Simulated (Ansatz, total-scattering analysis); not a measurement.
**From S(Q) to neighbour shells**

The sample: amorphous 21In2O3-79Ga2O3 (mol %) (Ga 31.4, In 8.6, O 60.0 atom %) at 300 K, fixed volume (mean pressure 2.3 GPa), ρ₀ = 0.0797 Å⁻³. The data come from ab initio molecular dynamics with Ansatz (PBE, plane waves, PAW set soft_1, Langevin thermostat, no spin, fixed volume). The average runs over 1.70 ps of 70 atoms, so shells between rare elements are rough. Mean temperature 331 K, largest m.s.d. 0.29 Å², energy drift -12 meV an atom (last third less first), Langevin friction 2 ps⁻¹; the first quarter of the run is discarded. Preparation: atoms packed at random with minimum distances, then 1.5 ps at 2600 K, 1.4 ps at 1610 K and 1.8 ps at 860 K with a cheaper basis and a friction of 10 ps⁻¹ (mean temperature of the first stage 2646 K), too short to forget the start in full. So short a stretch relaxes bonds and nearest shells but still remembers its start. It is rigid on the time of the run. A cell quenched within picoseconds keeps more over- and under-coordinated atoms than a real glass or film, so this is a model of such a quench. The potential energy falls by 12 meV an atom from the first to the last third of the average, so the sample is relaxing or ordering and this is no equilibrium average.

S(Q) is the Faber–Ziman total, Σ ci cj fi fj (Sij − 1)/⟨f⟩² + 1. Below 4 Å⁻¹ the partials are summed on the cell's own reciprocal vectors (from 0.66 Å⁻¹) and folded with a Gaussian of σ = 0.14 Å⁻¹; above it they are transforms of g(r) out to 6.5 Å, tapered over the last 40 %. The fold lowers sharp peaks, and with so few vectors their positions are good to about 0.1 Å⁻¹. X-rays take neutral-atom form factors, neutrons coherent lengths (Ga 7.288, In 4.065, O 5.8037 fm). Absorption by In is ignored. G(r) = 4πrρ₀[g(r) − 1] carries the resolution of a Lorch-windowed transform up to 20 Å⁻¹. The patterns are simulated, not measured. The potential energy falls by 12 meV an atom from the first to the last third of the average, so the sample is relaxing or ordering and this is no equilibrium average. The cell is small: beyond half the box only the part of each shell inside it is counted, and low-Q values rest on few vectors.

```tsv
Q (Å⁻¹)	X-ray	neutron
0.6	-0.51	0.08
0.9	-0.45	0.14
1.2	-0.33	0.19
1.5	-0.11	0.30
1.8	0.61	0.53
2.1	1.58	0.77
2.4	1.42	0.81
2.7	0.76	1.09
3.0	0.50	0.66
3.3	0.63	0.77
3.6	0.90	0.96
3.9	1.26	1.16
4.2	1.65	1.56
4.5	1.43	1.50
4.8	0.92	1.13
5.1	0.60	0.79
5.4	0.67	0.67
5.7	0.91	0.71
6.0	1.06	0.80
6.3	1.09	0.92
6.6	1.07	1.05
6.9	1.03	1.16
7.2	1.00	1.19
7.5	1.01	1.15
7.8	1.03	1.07
8.1	1.03	1.00
8.4	1.00	0.95
8.7	0.97	0.91
9.0	0.94	0.89
9.3	0.93	0.89
9.6	0.97	0.94
9.9	1.03	1.01
10.2	1.05	1.07
10.5	1.04	1.09
10.8	1.02	1.08
11.1	1.01	1.06
11.4	1.00	1.02
11.7	0.99	0.98
12.0	0.98	0.95
```

G(r):

```
r (Å)  X-ray  neutron
  1.0  -0.98    -0.99
  1.1  -1.06    -1.07
  1.2  -1.15    -1.20
  1.3  -1.20    -1.29
  1.4  -1.21    -1.35
  1.5  -1.27    -1.55
  1.6  -1.21    -1.48
  1.7  -0.68    -0.26
  1.8   0.25     1.90
  1.9   0.85     3.10
  2.0   0.64     2.12
  2.1  -0.01     0.23
  2.2  -0.68    -1.03
  2.3  -1.25    -1.57
  2.4  -1.72    -1.80
  2.5  -2.02    -1.72
  2.6  -2.09    -1.26
  2.7  -1.96    -0.67
  2.8  -1.55    -0.09
  2.9  -0.77     0.53
  3.0   0.42     1.11
  3.1   1.74     1.46
  3.2   2.69     1.47
  3.3   2.98     1.22
  3.4   2.67     0.83
  3.5   2.09     0.45
  3.6   1.39     0.12
  3.7   0.68    -0.16
  3.8   0.10    -0.38
  3.9  -0.26    -0.55
  4.0  -0.45    -0.69
  4.1  -0.58    -0.73
  4.2  -0.61    -0.58
  4.3  -0.48    -0.28
  4.4  -0.17     0.07
  4.5   0.11     0.33
  4.6   0.18     0.43
  4.7   0.08     0.42
  4.8  -0.09     0.34
  4.9  -0.22     0.22
  5.0  -0.30     0.09
  5.1  -0.42    -0.03
  5.2  -0.60    -0.15
  5.3  -0.77    -0.25
  5.4  -0.77    -0.27
  5.5  -0.58    -0.21
  5.6  -0.17    -0.09
  5.7   0.40     0.08
  5.8   0.97     0.27
```

Q: Assign the low-r maxima. Which coordination numbers can be read off, and what are they?

Each pair enters with the weight ci cj fi fj (2 − δij)/⟨f⟩², taking f = Z for X-rays at Q = 0: Ga–O 0.27 / 0.43; O–O 0.07 / 0.32; Ga–Ga 0.27 / 0.14; Ga–In 0.23 / 0.04; In–O 0.11 / 0.06; In–In 0.05 / 0.00 (X-ray / neutron).

| radiation | maximum (Å) | G (Å⁻²) | pairs that make it (share of the curvature of G, each pair at the same resolution) |
| --- | --- | --- | --- |
| X-ray | 1.92 | 0.87 | Ga–O 100 % |
| X-ray | 3.29 | 2.98 | Ga–Ga 50 %, Ga–In 48 % |
| X-ray | 4.58 | 0.19 | Ga–In 45 %, Ga–O 27 %, Ga–Ga 23 % |
| neutron | 1.90 | 3.10 | Ga–O 100 % |
| neutron | 3.15 | 1.51 | Ga–Ga 48 %, O–O 43 % |

The first shell (Ga–O, 1.87 Å) shares its range with In–O (2.11 Å), so its area is a weighted sum. The maxima can be assigned, but 2 totals can't separate 6 partials, so the counts below come from the model itself.

From the coordinates:

| pair | first peak (Å) | g there | first minimum (Å) | g there | neighbours |
| --- | --- | --- | --- | --- | --- |
| Ga–O | 1.87 | 10.3 | 2.52 | 0.14 | 4.5 O per Ga, 2.4 Ga per O |
| In–O | 2.11 | 6.7 | 2.76 | 0.32 | 5.3 O per In, 0.8 In per O |
| O–O | 2.96 | 2.7 | 4.12 | 0.45 | 13.3 |
| Ga–Ga | 3.19 | 3.2 | 4.06 | 0.42 | 6.8 |
| Ga–In | 3.37 | 3.2 | 4.26 | 0.70 | 2.6 In per Ga, 9.6 Ga per In |

Bonded neighbours (only these pairs count: cutoffs Ga–O 2.52 Å, In–O 2.76 Å): Ga: 4 57 %, 5 36 %, 6 7.6 %; In: 4 8.9 %, 5 60 %, 6 29 %, 7 2.2 %; O: 2 2.5 %, 3 84 %, 4 13 %. For In–O g doesn't fall to zero at the cutoff, so those shares hang on where it is put. O–Ga–O peak at 92°, O–In–O peak at 88° and Ga–O–Ga peak at 116°. These counts come from 15 frames.

Unlike atoms are nearest: the pair functions peak at 1.87 Å (Ga–O) and 2.96 Å (O–O). The ratio of these peaks, 1.58 (±0.04), compares with 1.73 for a triangle, 1.63 for a tetrahedron and 1.41 for an octahedron, and Ga has 4.5 anions. The weights that differ most between the probes (X-ray, neutron): O–O 0.07 and 0.32, Ga–In 0.23 and 0.04 and Ga–O 0.27 and 0.43.

[Logs are printed without paths, hosts, clocks, repeated set-up lines and the standing remarks that a program may print on its own settings, such as how far it seeks lower states.]
